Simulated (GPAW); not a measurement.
# STM contrast on a 7-layer slab of Rh(111)

Wanted: filled- and empty-state images of a 7-layer slab of Rh(111), with its work function.

Program: GPAW 26.7.0. Level of theory: GPAW, PAW setups; slab in vacuum, relaxation, in the first sound run; inputs show where later runs differ. Results are calculated unless marked as measured.

## Step 1: The structure

The cell holds 7 atoms: 7 Rh. Cell: a = 2.687 Å, b = 2.687 Å, c = 29.164 Å, α = 90.0°, β = 90.0°, γ = 60.0°. Vacuum lies along c.

## Step 2: Relaxation

Forces are removed first; all later runs use this geometry. The lowest 3 atoms are held at bulk positions and keep their forces.

Contents of run.py:

```python
import json
import numpy as np
from ase import Atoms
from ase.constraints import FixAtoms
from ase.optimize import BFGS
from gpaw import GPAW, PW

slab = Atoms(
    ['Rh', 'Rh', 'Rh', 'Rh', 'Rh', 'Rh', 'Rh'],
    positions=[
        [0.00000, 0.00000, 8.00000],
        [1.34350, 0.77567, 10.19393],
        [2.68701, 1.55134, 12.38786],
        [0.00000, 0.00000, 14.58179],
        [1.34350, 0.77567, 16.77572],
        [2.68701, 1.55134, 18.96966],
        [0.00000, 0.00000, 21.16359]],
    cell=[[2.68701, 0.0, 0.0], [1.3435, 2.32702, 0.0], [0.0, 0.0, 29.16359]],
    pbc=[True, True, False])

slab.calc = GPAW(mode=PW(400), xc='PBE', kpts={'size': (13, 13, 1), 'gamma': True},
                 occupations={'name': 'fermi-dirac', 'width': 0.1}, nbands='160%',
                 convergence={'density': 1e-05}, maxiter=200,
                 poissonsolver={'dipolelayer': 'xy'},
                 symmetry={'tolerance': 1e-3, 'extra_ids': [1, 1, 1, 0, 0, 0, 0]}, txt='slab.txt')
result = {}
slab.set_constraint(FixAtoms([0, 1, 2]))
path = []
opt = BFGS(slab, maxstep=0.2)
opt.attach(lambda: path.append((slab.get_potential_energy(), slab.positions.tolist(), slab.get_forces().tolist())))
result['relaxed'] = bool(opt.run(fmax=0.03, steps=40))
result['path'] = path
energy = slab.get_potential_energy()
fermi = slab.calc.get_fermi_level()
v = slab.calc.get_electrostatic_potential().mean((0, 1)) - fermi
n = slab.calc.get_pseudo_density().mean((0, 1))
L = slab.cell[2, 2]
z = np.arange(len(v)) * L / len(v)
low, high = slab.positions[:, 2].min(), slab.positions[:, 2].max()
below, above = np.interp([low - 5.8, high + 5.8], z, v)
slopes = [np.interp(x, z, np.gradient(v, z)) for x in (low - 5.8, high + 5.8)]
eps = np.array([[slab.calc.get_eigenvalues(k, s) for k in range(len(slab.calc.get_ibz_k_points()))]
                for s in range(slab.calc.get_number_of_spins())]) - fermi
top, bottom = eps[eps < 0].max(), eps[eps > 0].min()
dipole = slab.get_dipole_moment()[2]
print(f'energy {energy:.4f} eV, Fermi level {fermi:.4f} eV, dipole {dipole:.5f} e A')
print(f'potential 5.8 A off the faces, from the Fermi level: lower {below:.4f} eV, upper {above:.4f} eV')
print(f'slope of the potential there: lower {slopes[0]:.5f}, upper {slopes[1]:.5f} eV/A')
print(f'nearest levels on the mesh: {top:.4f} and {bottom:.4f} eV')
print('magnetic moment', round(slab.get_magnetic_moment(), 3))
result.update(energy=energy, fermi=fermi, dipole=dipole, below=below, above=above, slopes=slopes, edges=[top, bottom],
              z=z.tolist(), v=v.tolist(), n=n.tolist(), positions=slab.positions.tolist(),
              forces=slab.get_forces(apply_constraint=False).tolist(), moments=slab.get_magnetic_moments().tolist())
json.dump(result, open('result.json', 'w'))
```

Command:

```console
> OMP_NUM_THREADS=1 OPENBLAS_NUM_THREADS=1 python run.py
```

What it wrote:

```text
Step          Energy          fmax
BFGS:    0      -49.532228        0.221022
BFGS:    1      -49.533344        0.193256
BFGS:    2      -49.538278        0.214623
BFGS:    3      -49.539278        0.221549
BFGS:    4      -49.548304        0.195847
BFGS:    5      -49.549729        0.137047
BFGS:    6      -49.550908        0.104334
BFGS:    7      -49.551606        0.114822
BFGS:    8      -49.552337        0.089833
BFGS:    9      -49.552608        0.048269
BFGS:   10      -49.552684        0.020816
energy -49.3704 eV, Fermi level 3.8094 eV, dipole -0.00106 e A
potential 5.8 A off the faces, from the Fermi level: lower 5.1483 eV, upper 5.1527 eV
slope of the potential there: lower 0.00013, upper -0.00002 eV/A
nearest levels on the mesh: -0.0004 and 0.0183 eV
magnetic moment 0.0
```

Run time: 36 min. Hardware: 1 thread of Intel Xeon Platinum 8488C (Sapphire Rapids), shared host; peak memory 0.29 GiB.

The steps of the relaxation:

```tsv
step	energy less that of the first step (eV)	largest force (eV/Å)
1	0.0000	0.2210
2	-0.0012	0.1933
3	-0.0069	0.2146
4	-0.0079	0.2215
5	-0.0163	0.1958
6	-0.0173	0.1370
7	-0.0178	0.1043
8	-0.0181	0.1148
9	-0.0184	0.0898
10	-0.0186	0.0483
11	-0.0188	0.0208
```

The atoms that moved most (Å):

```tsv
atom	dx	dy	dz	length
Rh6	0.000	0.000	0.118	0.118
Rh7	0.000	0.000	0.112	0.112
Rh5	0.000	0.000	0.092	0.092
Rh4	0.000	0.000	0.049	0.049
```

The relaxed structure:

```xyz
7
Lattice="2.6870 0.0000 0.0000 1.3435 2.3270 0.0000 0.0000 0.0000 29.1636" Properties=species:S:1:pos:R:3
Rh    0.0000    0.0000    8.0000
Rh    1.3435    0.7757   10.1939
Rh    2.6870    1.5513   12.3879
Rh    0.0000    0.0000   14.6311
Rh    1.3435    0.7757   16.8680
Rh    2.6870    1.5513   19.0872
Rh    0.0000    0.0000   21.2761
```

Numbers from this step:

```yaml
dipole_along_the_normal: -0.001058 e·Å
levels_nearest_the_fermi_level_on_the_mesh: -4.08e-4, 0.01829 eV from the Fermi level
upper_work_function: 5.153 eV
lower_work_function: 5.148 eV
```

The electrostatic potential energy of an electron (without an applied field's), less the Fermi level, planar mean oscillates, so the rows of the table below give means over windows of 2.27 Å about each position, cut where the curve ends. Its maxima inside the range that stand out by 2 % of the span (Å: eV): 9.1: -0.626, 11.3: -0.908, 13.5: -0.377, 15.8: -0.435, 17.9: -0.662, 20.2: -0.665. Its minima: 8.0: -25.8, 10.2: -26.1, 12.4: -26.1, 14.6: -26.0, 16.9: -26.1, 19.1: -26.2, 21.3: -25.9.

Table of electrostatic potential energy of an electron (without an applied field's), less the Fermi level, planar mean by z; means over each step:

z (Å), electrostatic potential energy of an electron (without an applied field's), less the Fermi level, planar mean (eV) and a bar from the least value:
```
     1.14        5.1 ##############################
     3.41        5.1 ##############################
     5.68        4.7 #############################
     7.95      -10.8 #
    10.22      -11.5 
    12.49      -11.4 
    14.76      -11.3 
    17.03      -11.4 
    19.30      -11.5 
    21.57      -10.4 ##
    23.84        4.9 ##############################
    26.11        5.2 ##############################
    28.38        5.2 ##############################
```

The pseudo valence density, planar mean oscillates, so the rows of the table below give means over windows of 2.16 Å about each position, cut where the curve ends. Its maxima inside the range that stand out by 2 % of the span (Å: e/Å³): 8.0: 2.59, 10.2: 2.58, 12.3: 2.52, 14.7: 2.55, 16.9: 2.60, 19.0: 2.52, 21.2: 2.44. Its minima: 9.1: 0.324, 11.2: 0.325, 13.6: 0.310, 15.8: 0.302, 17.9: 0.313, 20.1: 0.333.

Table of pseudo valence density, planar mean by z; means over each step:

```tsv
z (Å)	pseudo valence density, planar mean (e/Å³)
3.24	2.6e-5
5.40	0.00771
7.56	1.02
9.72	1.10
11.88	1.10
14.04	1.08
16.20	1.07
18.36	1.07
20.52	1.09
22.68	0.236
24.84	6.1e-4
27.00	0
```

The relaxation lowered the energy of the cell by 0.0188 eV (energies extrapolated to zero smearing; the optimiser's log prints free energies). The largest force left on a free atom is 0.021 eV/Å.

## Step 3: The slab's potential

The work function is the vacuum plateau of the electrostatic potential less the Fermi level; a dipole layer lets the two faces have plateaus of their own.

This step: GPAW, PAW setups; slab in vacuum (GPAW 26.7.0).

Edit run.py of step 2 so:

```diff
@@ -3,4 +3,3 @@
 from ase import Atoms
-from ase.constraints import FixAtoms
-from ase.optimize import BFGS
+from ase.dft.stm import STM
 from gpaw import GPAW, PW
@@ -13,6 +12,6 @@
         [2.68701, 1.55134, 12.38786],
-        [0.00000, 0.00000, 14.58179],
-        [1.34350, 0.77567, 16.77572],
-        [2.68701, 1.55134, 18.96966],
-        [0.00000, 0.00000, 21.16359]],
+        [0.00000, 0.00000, 14.63115],
+        [1.34350, 0.77567, 16.86797],
+        [2.68701, 1.55134, 19.08720],
+        [-0.00000, 0.00000, 21.27606]],
     cell=[[2.68701, 0.0, 0.0], [1.3435, 2.32702, 0.0], [0.0, 0.0, 29.16359]],
@@ -24,10 +23,4 @@
                  poissonsolver={'dipolelayer': 'xy'},
-                 symmetry={'tolerance': 1e-3, 'extra_ids': [1, 1, 1, 0, 0, 0, 0]}, txt='slab.txt')
+                 symmetry={'tolerance': 1e-3}, txt='slab.txt')
 result = {}
-slab.set_constraint(FixAtoms([0, 1, 2]))
-path = []
-opt = BFGS(slab, maxstep=0.2)
-opt.attach(lambda: path.append((slab.get_potential_energy(), slab.positions.tolist(), slab.get_forces().tolist())))
-result['relaxed'] = bool(opt.run(fmax=0.03, steps=40))
-result['path'] = path
 energy = slab.get_potential_energy()
@@ -53,2 +46,16 @@
               forces=slab.get_forces(apply_constraint=False).tolist(), moments=slab.get_magnetic_moments().tolist())
+
+# Images need the states of the whole zone, up to time reversal
+slab.calc = slab.calc.fixed_density(symmetry={'point_group': False}, txt='states.txt',
+                                    convergence={'bands': 'CBM+2.3'})
+stm = STM(slab)
+result['stm'] = []
+for bias in [-1.5, 2.0]:
+    height = high + 4.0
+    current = stm.get_averaged_current(bias, height)
+    x, y, h = stm.scan(bias, current)
+    i, f = divmod(height / L * stm.ldos.shape[2], 1)
+    I = abs((1 - f) * stm.ldos[:, :, int(i)] + f * stm.ldos[:, :, int(i) + 1])
+    print(f'bias {bias} V: mean current at 4.0 A {current:.4e}, corrugation {np.ptp(h):.4f} A')
+    result['stm'].append(dict(bias=bias, current=current, h=(h - high).tolist(), I=I.tolist()))
 json.dump(result, open('result.json', 'w'))
```

What it wrote:

```text
energy -49.3704 eV, Fermi level 3.8094 eV, dipole -0.00055 e A
potential 5.8 A off the faces, from the Fermi level: lower 5.1472 eV, upper 5.1544 eV
slope of the potential there: lower 0.00001, upper 0.00008 eV/A
nearest levels on the mesh: -0.0004 and 0.0182 eV
magnetic moment 0.0
bias -1.5 V: mean current at 4.0 A 2.6884e-05, corrugation 0.0289 A
bias 2.0 V: mean current at 4.0 A 6.7769e-05, corrugation 0.0297 A
```

The job ended after 12 min (1 thread; peak memory 0.78 GiB).

This step gave:

* dipole along the normal: -5.47e-4 e·Å
* levels nearest the Fermi level on the mesh: -3.82e-4, 0.01823 eV from the Fermi level
* upper work function: 5.154 eV
* lower work function: 5.147 eV
* corrugation -1.5: 0.02888 Å
* corrugation 2: 0.02967 Å

The electrostatic potential energy of an electron (without an applied field's), less the Fermi level, planar mean oscillates, so the rows of the table below give means over windows of 2.27 Å about each position, cut where the curve ends. Its maxima inside the range that stand out by 2 % of the span (Å: eV): 9.1: -0.627, 11.3: -0.910, 13.5: -0.378, 15.8: -0.434, 17.9: -0.660, 20.2: -0.663. Its minima: 8.0: -25.8, 10.2: -26.1, 12.4: -26.1, 14.6: -26.0, 16.9: -26.1, 19.1: -26.2, 21.3: -25.9.

The electrostatic potential energy of an electron (without an applied field's), less the Fermi level, planar mean by z; means over each step:

```tsv
z (Å)	electrostatic potential energy of an electron (without an applied field's), less the Fermi level, planar mean (eV)
1.14	5.15
3.41	5.15
5.68	4.70
7.95	-10.8
10.22	-11.5
12.49	-11.4
14.76	-11.3
17.03	-11.4
19.30	-11.5
21.57	-10.4
23.84	4.91
26.11	5.15
28.38	5.15
```

The pseudo valence density, planar mean oscillates, so the rows of the table below give means over windows of 2.16 Å about each position, cut where the curve ends. Its maxima inside the range that stand out by 2 % of the span (Å: e/Å³): 8.0: 2.59, 10.2: 2.58, 12.3: 2.52, 14.7: 2.55, 16.9: 2.60, 19.0: 2.52, 21.2: 2.44. Its minima: 9.1: 0.324, 11.2: 0.325, 13.6: 0.310, 15.8: 0.302, 17.9: 0.313, 20.1: 0.333.

Table of pseudo valence density, planar mean by z; means over each step:

z (Å), pseudo valence density, planar mean (e/Å³) and a bar:
```
     3.24       0.00 
     5.40       0.01 
     7.56       1.02 ############################
     9.72       1.10 ##############################
    11.88       1.10 ##############################
    14.04       1.08 #############################
    16.20       1.07 #############################
    18.36       1.07 #############################
    20.52       1.09 ##############################
    22.68       0.24 ######
    24.84       0.00 
    27.00       0.00
```

Tip height over the top atom over a1 and a2. Sample bias -1.5 V, constant current at the mean current 4.0 Å over the top atom.

Ten even steps from '0' (3.987 Å) to '9' (4.016 Å):
```
77887543345788
99986433333468
99997432222347
78887532101235
55665543200234
33333333321233
32222223332233
32211122343334
53210012355445
75321012357767
98632112368988
99863222368998
79985322358997
67997533357997
```
Columns: a1 from 0 to 0.929; rows upwards: a2 from 0 to 0.929.

Local density of states summed over the bias window over a1 and a2. Sample bias -1.5 V, constant height 4.0 Å over the top atom.

Values in units of 1e-5 arbitrary, 14 rows by 14 columns:
```
2.7 2.7 2.8 2.8 2.7 2.7 2.7 2.7 2.7 2.7 2.7 2.7 2.8 2.8
2.8 2.8 2.8 2.8 2.7 2.7 2.7 2.7 2.7 2.7 2.7 2.7 2.7 2.8
2.8 2.8 2.8 2.8 2.7 2.7 2.7 2.6 2.6 2.6 2.6 2.7 2.7 2.7
2.7 2.8 2.8 2.8 2.7 2.7 2.7 2.6 2.6 2.6 2.6 2.6 2.7 2.7
2.7 2.7 2.7 2.7 2.7 2.7 2.7 2.7 2.6 2.6 2.6 2.6 2.7 2.7
2.7 2.7 2.7 2.7 2.7 2.7 2.7 2.7 2.7 2.6 2.6 2.6 2.7 2.7
2.7 2.6 2.6 2.6 2.6 2.6 2.6 2.7 2.7 2.7 2.6 2.6 2.7 2.7
2.7 2.6 2.6 2.6 2.6 2.6 2.6 2.6 2.7 2.7 2.7 2.7 2.7 2.7
2.7 2.7 2.6 2.6 2.6 2.6 2.6 2.6 2.7 2.7 2.7 2.7 2.7 2.7
2.7 2.7 2.7 2.6 2.6 2.6 2.6 2.6 2.7 2.7 2.7 2.7 2.7 2.7
2.8 2.8 2.7 2.7 2.6 2.6 2.6 2.6 2.7 2.7 2.8 2.8 2.8 2.8
2.8 2.8 2.8 2.7 2.7 2.6 2.6 2.6 2.7 2.7 2.8 2.8 2.8 2.8
2.7 2.8 2.8 2.8 2.7 2.7 2.6 2.6 2.7 2.7 2.8 2.8 2.8 2.7
2.7 2.7 2.8 2.8 2.7 2.7 2.7 2.7 2.7 2.7 2.7 2.8 2.8 2.7
```
Columns: a1 from 0 to 0.929; rows upwards: a2 from 0 to 0.929.

Tip height over the top atom over a1 and a2. Sample bias 2 V, constant current at the mean current 4.0 Å over the top atom.

Ten even steps from '_' (3.994 Å) to '@' (4.024 Å):
```
%%%%++--::....____....::--++
++++++----::..______..::----
::----::::::::........::::::
::::::::::..................
....::::......__........__..
__..........______......____
____________________....____
__________________....::....
....____________......::::..
::....__________....::::--::
::::::..________..::::::----
++--::::..______..::::--++++
%%++--::....____....::--++%%
@@%%++::::..______..::::++%%
```
Columns: a1 from 0 to 0.929; rows upwards: a2 from 0 to 0.929.

Local density of states summed over the bias window over a1 and a2. Sample bias 2 V, constant height 4.0 Å over the top atom.

Values in units of 1e-5 arbitrary, 14 rows by 14 columns:
```
7.0 7.0 6.9 6.8 6.8 6.8 6.7 6.7 6.7 6.7 6.8 6.8 6.8 6.9
6.9 6.9 6.9 6.8 6.8 6.8 6.8 6.7 6.7 6.7 6.8 6.8 6.8 6.8
6.8 6.8 6.8 6.8 6.8 6.8 6.8 6.8 6.7 6.7 6.8 6.8 6.8 6.8
6.8 6.8 6.8 6.8 6.8 6.8 6.8 6.8 6.8 6.8 6.8 6.8 6.8 6.8
6.8 6.8 6.8 6.8 6.8 6.8 6.7 6.7 6.7 6.8 6.8 6.7 6.7 6.7
6.7 6.7 6.8 6.8 6.8 6.7 6.7 6.7 6.7 6.7 6.8 6.7 6.7 6.7
6.7 6.7 6.7 6.7 6.7 6.7 6.7 6.7 6.7 6.7 6.8 6.8 6.7 6.7
6.7 6.7 6.7 6.7 6.7 6.7 6.7 6.7 6.7 6.7 6.8 6.8 6.8 6.7
6.8 6.7 6.7 6.7 6.7 6.7 6.7 6.7 6.7 6.8 6.8 6.8 6.8 6.8
6.8 6.8 6.8 6.7 6.7 6.7 6.7 6.7 6.8 6.8 6.8 6.8 6.8 6.8
6.8 6.8 6.8 6.8 6.7 6.7 6.7 6.7 6.8 6.8 6.8 6.8 6.8 6.8
6.9 6.8 6.8 6.8 6.8 6.7 6.7 6.7 6.8 6.8 6.8 6.8 6.9 6.9
7.0 6.9 6.8 6.8 6.8 6.7 6.7 6.7 6.7 6.8 6.8 6.8 6.9 7.0
7.1 7.0 6.9 6.8 6.8 6.8 6.7 6.7 6.7 6.8 6.8 6.8 6.9 7.0
```
Columns: a1 from 0 to 0.929; rows upwards: a2 from 0 to 0.929.

Force by atom:

```tsv
atom	x (eV/Å)	y (eV/Å)	z (eV/Å)	size
Rh1	0.000	0.000	0.014	0.014
Rh2	0.000	0.000	-0.168	0.168
Rh3	0.000	0.000	0.167	0.167
Rh4	0.000	0.000	-0.013	0.013
Rh5	0.000	0.000	0.022	0.022
Rh6	0.000	0.000	-0.018	0.018
Rh7	0.000	0.000	0.013	0.013
```

The potential is flat to 8.0e-5 eV/Å where it is read, so the vacuum is wide enough.

## Step 4: What came out

```yaml
work_function_upper_and_lower_face: 5.154 and 5.147 eV
dipole_along_the_normal: -5.5e-4 e Å, near the numerical noise
corrugation_at_minus_1p5_v: 0.0289 Å
corrugation_at_2_v: 0.0297 Å as printed, 0.020 Å or less without short-wave noise
```

In words: At 2 V GPAW's map carries short-wave noise, which can't be real at this height: without waves under 1.5 Å it spans 0.020 Å against 0.030 Å printed. The reading below uses the filtered value, which may still be too high. In GPAW's constant-current maps the tip height varies by under 0.05 Å at every bias shown (0.029 Å at most), which is near the numerical ripple of the maps: an s-wave tip would see an almost flat surface. Negative sample bias images filled states, positive bias empty ones. The measured value for this face is 5.46 eV (as compiled in "Anisotropic work function of elemental crystals", 2019, arxiv:1902.07811); the relaxed upper face lies 0.31 eV under it with PBE. Measured work functions scatter by a tenth of an eV or more between methods. The images are of Tersoff-Hamann type: an s-wave tip, no tip-sample forces, heights closer than in a microscope. The small printed dipole stands for a step of 16 meV from the lower to the upper face, and the probes find 7.3 meV; values this small are near the numerical noise of both. The in-plane lattice was kept as typed, which isn't the functional's own and leaves some strain; spin-orbit coupling and temperature are left out.

[Logs are printed without paths, hosts, clocks, repeated set-up lines and the standing remarks that a program may print on its own settings, such as how far it seeks lower states.]

[Hosts, paths, dates, database ids (printed as entryN), source tags and the programs' standing remarks are cut or masked in the printed files.]
